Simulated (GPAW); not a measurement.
# free-standing square Gd monolayer, spacing 3.42 A: one coupling from two orders, and a test

Can a spin model with one coupling foretell the energy of a further order of free-standing square Gd monolayer, spacing 3.42 A?

Calculated with GPAW 26.7.0; PBE with U = 6 eV on Gd f; plane waves with GPAW's PAW setups, scalar-relativistic.

## 1. The structure

The cell holds 1 atom: 1 Gd. Its edges and angles: a = 3.420 Å, b = 3.420 Å, c = 14.000 Å, α = 90.0°, β = 90.0°, γ = 90.0°. model lattice. Vacuum lies along c.

## 2. The parallel order

All energies count from this run. A Hubbard U of customary size acts on the open shell; it was not fitted to this crystal.

The input, order1.py:

```python
import json
import numpy as np
from ase import Atoms
from ase.parallel import paropen, parprint
from gpaw import GPAW

atoms = Atoms(['Gd'],
    cell=[[3.42, 0.0, 0.0],
         [0.0, 3.42, 0.0],
         [0.0, 0.0, 14.0]],
    scaled_positions=[[0.0, 0.0, 0.5]],
    pbc=True,
    magmoms=[7.0])
atoms.calc = GPAW(mode={'name': 'pw', 'ecut': 700},
    xc='PBE',
    kpts={'size': (8, 8, 1), 'gamma': True},
    occupations={'name': 'fermi-dirac', 'width': 0.1},
    convergence={'density': 1e-05, 'energy': 1e-05},
    maxiter=200,
    setups={'Gd': ':f,6.0'},
    symmetry={'tolerance': 1e-4},
    txt='order1.txt')
e = atoms.get_potential_energy(force_consistent=True)
res = {'free_energy': e, 'energy_sigma0': atoms.get_potential_energy(), 'fermi_energy': atoms.calc.get_fermi_level()}
res['moments'] = atoms.get_magnetic_moments().tolist()
res['total'] = atoms.get_magnetic_moment()
parprint('site moments (muB):', np.round(res['moments'], 3))
parprint(f"total moment: {res['total']:.3f} muB")
parprint(f'free energy: {e:.6f} eV')
atoms.calc.write('order1.gpw')
n = atoms.calc.get_pseudo_density()
up, down = (atoms.calc.get_pseudo_density(spin=i) for i in (0, 1))
np.savez('grids.npz', density=n, spin=up - down)
with paropen('results.json', 'w') as f:
    json.dump(res, f)
```

Command:

```
> OMP_NUM_THREADS=1 python3 order1.py > order1.log
```

What it wrote:

```text
site moments (muB): [7.291]
total moment: 8.397 muB
free energy: -12.118366 eV

--- order1.txt ---
Input parameters:
  mode=PW(ecut=700),
  convergence={'density': 1e-05, 'energy': 1e-05},
  kpts=MonkhorstPack(size=(8, 8, 1), gamma=True),
  maxiter=200,
  occupations=Occupations(name='fermi-dirac', width=0.1),
  setups={'Gd': ':f,6.0'},
  symmetry=Symmetry(tolerance=0.0001),
  xc=XC(name='PBE')

[...]
|          5 |        -9.497 |     1.000 |        -0.271 |     0.006 |
[...]
|         14 |        -0.716 |     0.335 |         2.026 |     0.000 |
|         15 |         2.004 |     0.000 |         2.574 |     0.000 |
|         16 |         2.004 |     0.000 |         3.664 |     0.000 |
|        ... |               |           |               |           |
|         18 |         3.104 |     0.000 |         3.689 |     0.000 |

No gap
No difference between direct/indirect transitions


[key lines of the parts left out:]
Free energy:     -12.118366
Converged in 13 steps
dipole moment: (-19.136529, -19.136529, -0.000001)  # |e|*Ang
Fermi level: -0.785
```

The job ended after 99 s (1 MPI rank of Intel Xeon Platinum 8259CL at 2.50GHz (Skylake/Cascade Lake), shared host; peak memory 0.33 GiB).

Spin moment in the augmentation sphere by atom:

```csv
atom,spin moment in the augmentation sphere (μB)
Gd1,7.29
```

Numbers from this step:

- magnetization: 8.397 μB
- final state: ferromagnetic

After 13 cycles the largest moment stands at 7.29 μB.

## 3. The orders used for the fit

The other orders were run with the same settings, on meshes that hold the same points. Free energies (smearing 0.1 eV, its entropy term included) are divided by the number of Gd atoms; q is in fractions of the reciprocal vectors of the first run's cell.

```csv
order,atoms,mesh,free energy (eV),eV per Gd,largest moment (μB)
F +,1,8×8×1,-12.1184,-12.1184,7.29
"AF q=(1/2,1/2,0) +-",2,4×8×1,-23.8879,-11.9439,7.07
```

## 4. Counting neighbours

With E = −Σ J e_i·e_j over ordered pairs of unit vectors, turning a neighbour from parallel to opposed costs 2J a Gd atom. So an order lies 2 Σ n J over the parallel one, n being the opposed neighbours in each shell.

```csv
shell,distance (Å),neighbours,"opposed in AF q=(1/2,1/2,0) +-","opposed in AF q=(0,1/2,0) +-"
J1,3.42,4,4,2
J2,4.84,4,0,4
```

Only J1 is kept.

## 5. Solving

```
2 × 4 × J1 = +174.43 meV    (AF q=(1/2,1/2,0) +-)
J1 = +21.80 meV
```

## 6. The test

The couplings now give the orders that were left out:

```
2 × 2 × (+21.80) = +87.20 meV    (AF q=(0,1/2,0) +-)
```

The runs themselves:

```csv
order,atoms,mesh,free energy (eV),eV per Gd,largest moment (μB),over the parallel order (meV),foretold (meV)
"AF q=(0,1/2,0) +-",2,8×4×1,-24.0811,-12.0405,7.22,+77.82,+87.20
```

## 7. Results

* J1 (Gd–Gd at 3.42 Å): 21.8 meV
* largest miss on the orders left out: 9.4 meV

What this shows: The model misses the order left out by 9.4 meV, 5.4 % of the span of the orders, so it holds on this test. The first dropped shell that the test feels is J2 at 4.84 Å. The site moments spread by 3.0 % over the orders. In a metal couplings reach far, and the mesh was not tested. The couplings are effective ones: further shells with opposed neighbours are folded into them or show in the miss. No mean-field temperature is given: it needs a model that holds, an unfrustrated order and couplings in all three dimensions. The f shell is half filled, so the spin-only picture is fair.

[Logs and program files are shortened in this print: banners, set-up blocks, solver, clock and traceback lines can be left out without a mark of their own.]

[Logs are printed without paths, hosts, clocks, repeated set-up lines and the standing remarks that a program may print on its own settings, such as how far it seeks lower states.]

[Hosts, paths, dates, database ids (printed as entryN), source tags and the programs' standing remarks are cut or masked in the printed files.]

[Where a cell is said to come from a database of computed structures, the database is the Materials Project.]
